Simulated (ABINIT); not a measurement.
# Quasiparticle gap of SiO2 (P6_422) in ABINIT, part 3 of 3

How does a plane-wave GW calculation on SiO2 (P6_422) run from the first input to the gap?

ABINIT 10.8.3; LDA and many-body steps on it, plane waves. Known limits of the many-body steps: not at the basis limit; coarse k mesh.

So far. Step 4 (Empty states on the mesh, 3×3×2 mesh, 646 bands): On this mesh the gap is 5.503 eV. Step 5 (Screening, 3×3×2 mesh, 588 bands, screening to 201.4 eV): Local fields lower ε∞ by 8 %. On a Γ-centred mesh this coarse the value itself is usually too large, while a short band sum pulls it down.

## (6) Self-energy, 3×3×2 mesh, 588 bands, screening to 201.4 eV

The self-energy is evaluated for the states that the input lists, and the levels follow from it, in one-shot runs by the linearised quasiparticle equation.

This step: G0W0 on LDA, plane waves, norm-conserving pseudopotentials.

File run.abi:

```
acell 3*1.0 Angstrom
rprim 
  5.060522228394 0.000000000001 0.000000000000
  -2.530261114198 4.382540806204 0.000000000000
  0.000000000000 0.000000000000 5.541353310000
ntypat 2
znucl 14 8
natom 9
typat 1 1 1 2 2 2 2 2 2
xred 
  0.000000000000 0.500000000000 0.333333333333
  0.500000000000 0.500000000000 0.666666666667
  0.500000000000 0.000000000000 -0.000000000000
  0.582789260000 0.791394630000 0.833333333333
  0.791394630000 0.582789260000 0.500000000000
  0.791394630000 0.208605370000 0.166666666667
  0.417210740000 0.208605370000 0.833333333333
  0.208605370000 0.417210740000 0.500000000000
  0.208605370000 0.791394630000 0.166666666667
pp_dirpath "pseudos"
pseudos "Si.upf, O.upf"
ecut 36
ngkpt 3 3 2
nshiftk 1
shiftk 0 0 0
kptopt 1
chksymbreak 0
istwfk *1
occopt 1
irdwfk 1
optdriver 4
nband 588
gwcalctyp 0
ecutsigx 36
symsigma 1
nkptgw 2
kptgw 
  0.0000000000 0.0000000000 0.5000000000
  0.0000000000 0.0000000000 0.0000000000
bdgw 
  23 26
  22 27
ecuteps 7.4
irdscr 1
ppmodel 1
indata_prefix "in"
outdata_prefix "out"
tmpdata_prefix "tmp"
```

Started as:

```
OMP_NUM_THREADS=1 mpirun -n 8 abinit run.abi > log
```

Numbers of over 12 decimals in the logs are rounded to 6 here.

Output:

```text
.Version 10.8.3 of ABINIT. v10.8.2 released Aug 2026.

 Symmetries : space group P6_4 2 2 (#181); Bravais hP (primitive hexag.)
[... echo of the input left out ...]
== DATASET  1 ==================================================================
-   mpi_nproc: 8, omp_nthreads: 1 (-1 if OMP is not activated)

--- !DatasetInfo
iteration_state: {dtset: 1, }
dimensions: {natom: 9, nkpt: 6, mband: 588, nsppol: 1, nspinor: 1, nspden: 1, mpw: 8607, }
cutoff_energies: {ecut:  36.0, pawecutdg:  -1.0, }
electrons: {nelect:   4.80000000E+01, charge:   0.00000000E+00, occopt:   1.00000000E+00, tsmear:   1.00000000E-02, }

 SIGMA: Calculation of the GW corrections

 Based on a program developped by R.W. Godby, V. Olevano, G. Onida, and L. Reining.
 Incorporated in ABINIT by V. Olevano, G.-M. Rignanese, and M. Torrent.
.Using double precision arithmetic ; gwpc =  8

[... cell and pseudopotentials left out ...]
--------------------------------------------------------------------------------

 ==== K-mesh for the wavefunctions ====
 Number of points in the irreducible wedge :     6
[... list of points left out ...]
 Together with 12 symmetry operations and time-reversal symmetry
 yields    18 points in the full Brillouin Zone.

 ==== Q-mesh for screening function ====
 Number of points in the irreducible wedge :     6
[... list of points left out ...]
 Together with 12 symmetry operations and time-reversal symmetry
 yields    18 points in the full Brillouin Zone.

 vcoul_init : cutoff-mode = AUXILIARY_FUNCTION
 q-points for optical limit:   1
     1)      0.000010    0.000020    0.000030
 setmesh: FFT mesh size selected  =    45x   45x   60
          total number of points  =       121500

 Number of electrons calculated from density =   48.0000; Expected =   48.0000
 average of density, n =  0.057877
 r_s =    1.6037
 omega_plasma =   23.2065 [eV]

 === KS Band Gaps ===
  >>>> For spin  1
   Minimum direct gap =   5.6952 [eV], located at k-point      :   0.0000  0.0000  0.0000
   Fundamental gap    =   5.5029 [eV], Top of valence bands at :   0.0000  0.0000  0.5000
                                       Bottom of conduction at :   0.0000  0.0000  0.0000
 SIGMA fundamental parameters:
 PLASMON POLE MODEL  1
 number of plane-waves for SigmaX                 8543
 number of plane-waves for SigmaC and W            799
 number of plane-waves for wavefunctions          8543
 number of bands                                   588
 number of independent spin polarizations            1
 number of spinorial components                      1
 number of k-points in IBZ                           6
 number of q-points in IBZ                           6
 number of symmetry operations                      12
 number of k-points in BZ                           18
 number of q-points in BZ                           18
 number of frequencies for dSigma/dE                 9
 frequency step for dSigma/dE [eV]                0.25
 number of omega for Sigma on real axis              0
 max omega for Sigma on real axis  [eV]           0.00
 zcut for avoiding poles [eV]                     0.10

 EPSILON^-1 parameters (SCR file):
 dimension of the eps^-1 matrix on file            799
 dimension of the eps^-1 matrix used               799
 number of plane-waves for wavefunctions          8543
 number of bands                                   588
 number of q-points in IBZ                           6
 number of frequencies                               2
 number of real frequencies                          1
 number of imag frequencies                          1

 matrix elements of self-energy operator (all in [eV])

 Perturbative Calculation

--- !SelfEnergy_ee
iteration_state: {dtset: 1, }
kpoint     : [   0.000,    0.000,    0.500, ]
spin       : 1
KS_gap     :    7.308
QP_gap     :   10.669
Delta_QP_KS:    3.361
data: !SigmaeeData |
     Band     E0 <VxcDFT>   SigX SigC(E0)      Z dSigC/dE  Sig(E)    E-E0       E
       23  -0.394 -19.925 -25.777   3.612   0.809  -0.236 -21.737  -1.812  -2.205
       24  -0.394 -19.925 -25.777   3.612   0.809  -0.236 -21.737  -1.812  -2.205
       25   6.914 -11.536  -6.673  -3.067   0.863  -0.159  -9.987   1.549   8.463
       26   6.914 -11.536  -6.673  -3.067   0.863  -0.159  -9.987   1.549   8.463

--- !SelfEnergy_ee
iteration_state: {dtset: 1, }
kpoint     : [   0.000,    0.000,    0.000, ]
spin       : 1
KS_gap     :    5.695
QP_gap     :    8.891
Delta_QP_KS:    3.195
data: !SigmaeeData |
     Band     E0 <VxcDFT>   SigX SigC(E0)      Z dSigC/dE  Sig(E)    E-E0       E
       22  -0.866 -19.078 -24.917   3.534   0.811  -0.234 -20.946  -1.868  -2.734
       23  -0.866 -19.078 -24.917   3.534   0.811  -0.234 -20.946  -1.868  -2.734
       24  -0.586 -19.768 -25.614   3.593   0.809  -0.236 -21.591  -1.823  -2.409
       25   5.109 -10.324  -5.704  -3.045   0.871  -0.148  -8.952   1.372   6.481
       26   8.335 -11.205  -5.850  -3.395   0.861  -0.161  -9.517   1.688  10.023
       27   8.335 -11.205  -5.850  -3.395   0.861  -0.161  -9.517   1.688  10.023

== END DATASET(S) ==============================================================
================================================================================

 -outvars: echo values of variables after computation  --------
           etotal      0.0000000000E+00
            nband         588
             nkpt           6
          spgroup         181
 [... the other variables as echoed above ...]

 Calculation completed.
```

Wall time 2.3 min (8 MPI ranks of Arm Neoverse V1, shared host); peak memory 6.3 GiB; 18 min of CPU time.

Numbers from this step:

| Property | Result |
| --- | --- |
| G0W0 gap on the points computed | 8.686 eV |
| starting gap on the mesh | 5.503 eV |
| k of the valence top | 0, 0, 0.5 |
| k of the conduction bottom | 0, 0, 0 |
| Z at the valence top | 0.809 |
| Z at the conduction bottom | 0.871 |
| least direct G0W0 gap on the computed points | 8.89 eV |

The gap on the mesh goes from 5.50 eV to 8.69 eV, a correction of +3.18 eV.

Limits: finite bands, cutoff and mesh; coarse k mesh. v1 is the top filled band, c1 the lowest empty one. The levels before and after the correction (eV, zero at the valence-band top of each column):

```tsv
	conduction bottom	valence top
Kohn-Sham	5.50	0.00
G0W0	8.69	0.00
```

```tsv
	level	energy (eV)
Kohn-Sham	(0 0 0.5) v2-v1	0.000
Kohn-Sham	(0 0 0.5) c1-c2	7.308
Kohn-Sham	Γ v3-v2	-0.472
Kohn-Sham	Γ v1	-0.192
Kohn-Sham	Γ c1	5.503
Kohn-Sham	Γ c2-c3	8.728
G0W0	(0 0 0.5) v2-v1	0.000
G0W0	(0 0 0.5) c1-c2	10.668
G0W0	Γ v3-v2	-0.529
G0W0	Γ v1	-0.204
G0W0	Γ c1	8.686
G0W0	Γ c2-c3	12.228
```

## (7) Where the time went

Times are wall times on the hardware named with each run. The host was busy with other work, so they are no guide to cost.

```tsv
step	time	share	memory (GiB)
ground state	44 s	3 %	0.86
bands along the symmetry lines	33 s	3 %	0.8
empty states on the mesh	11 min	51 %	1.4
screening	6.8 min	32 %	6.1
self-energy	2.3 min	11 %	6.3
```

## (8) Results

| Item | Value |
| --- | --- |
| LDA gap | 5.50 eV, indirect |
| G0W0 gap on the mesh | 8.69 eV |
| GW settings | 3×3×2 mesh, 588 bands, screening to 201.4 eV, Godby-Needs plasmon pole |
| known limits | not at the basis limit; coarse k mesh |

What this shows: G0W0 moves the gap on the mesh from 5.50 eV to 8.69 eV (+3.18 eV), with Z of 0.81 and 0.87 at the edges. Local fields lower the RPA ε∞ on this mesh from 2.48 to 2.27; a Γ-centred mesh this coarse tends to raise both, most where the direct gap is narrow, while a short band sum lowers them. Only 2 of the mesh's irreducible points were corrected, so a valley elsewhere could overtake. The dearest step here is «empty states on the mesh». Bands and cutoff are finite, so the gap is not at the basis limit. The miss can reach some tenths of an eV and take either sign; the mesh is an error of its own. In the G0W0 run levels were corrected at 2 k points alone, so a gap called «on the mesh» is the least over those, and an edge elsewhere would be missed. The 3×3×2 mesh is coarse for this cell, which bears on the long-range parts of exchange and screening.

[Paths, hosts, dates, memory and timing lines, banners, echoed tables and standing remarks are left out of the program output.]

[Logs are printed without paths, hosts, clocks, repeated set-up lines and the standing remarks that a program may print on its own settings, such as how far it seeks lower states.]

[Runs of the session that timed out or met a known fault of the program may be left out.]

[Hosts, paths, dates, database ids (printed as entryN), source tags and the programs' standing remarks are cut or masked in the printed files.]

[G0W0 gaps are taken among the corrected bands and points alone; a level outside them can change the order at an edge.]

[Where Ansatz stands beside ABINIT at settings called matched, ABINIT's density can come from a denser mesh and the files from another edition; pairs whose starting gaps differed by over 0.03 eV were left out, so agreement reads better than it is.]
